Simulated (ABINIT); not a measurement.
**NaF (Fm-3m): ε∞ against volume**

The cell of NaF (Fm-3m) is scaled evenly and the response computed anew at each volume, on one mesh.

The structure is cubic, space group Fm-3m (No. 225). The conventional cell has a = 4.640 Å, b = 4.640 Å, c = 4.640 Å, α = 90.00°, β = 90.00°, γ = 90.00°. Around Na on site a lie 6 F at 2.32 Å. Around F on site b lie 6 Na at 2.32 Å.

Method: ABINIT 10.8.3, PBE, independent particles, k-mesh 12×12×12, Lorentzian half width 0.04 eV.

Launch of the response step: `optic optic.abi`. The series took 71 s in all, its band step included, on 4 threads of Arm Neoverse V2 (shared host).

```tsv
V/V₀	V (Å³, primitive cell)	ε∞
0.94	23.48	1.8087
0.97	24.23	1.8012
1.00	24.97	1.7940
1.03	25.72	1.7869
1.06	26.47	?
```

For small changes the quantity should be close to linear in ln V.

Working, on the rows shown:

| x = ln(V/V₀) | y = ε∞ |
| --- | --- |
| -0.0618754 | 1.8087 |
| -0.0304592 | 1.8012 |
| 0 | 1.794 |
| 0.0295588 | 1.7869 |

Means: x̄ = -0.015694, ȳ = 1.7977. Σ(x − x̄)(y − ȳ) = -0.001106, Σ(x − x̄)² = 0.004645. Slope = -0.001106 / 0.004645 = -0.2382; intercept = ȳ − slope · x̄ = 1.794. The line misses the rows shown by at most 3.9e-05.

What does the fit predict for the withheld row, and how well does it do?

At x = 0.058269 the line gives y = 1.7801. The run gave 1.7801, so the extrapolation holds to the digits printed.

Between the rows on either side of x = 0 the slope is (1.7869 − 1.8012) / (0.029559 − (-0.030459)) = -0.2383. So d ln ε∞/d ln V = -0.13 at V₀: ε∞ rises under slight compression. Fixed polarisabilities with Lorentz local fields (Clausius-Mossotti) would give −(ε − 1)(ε + 2)/3ε = -0.56, so the polarisability itself falls as the cell is compressed. Excitons are left out and so are local fields; PBE gaps are as a rule too small. The values come from a sum over the points of one k-mesh and carry its error, which grows as the direct gap shrinks.

[Logs are printed without paths, hosts, clocks, repeated set-up lines and the standing remarks that a program may print on its own settings, such as how far it seeks lower states.]
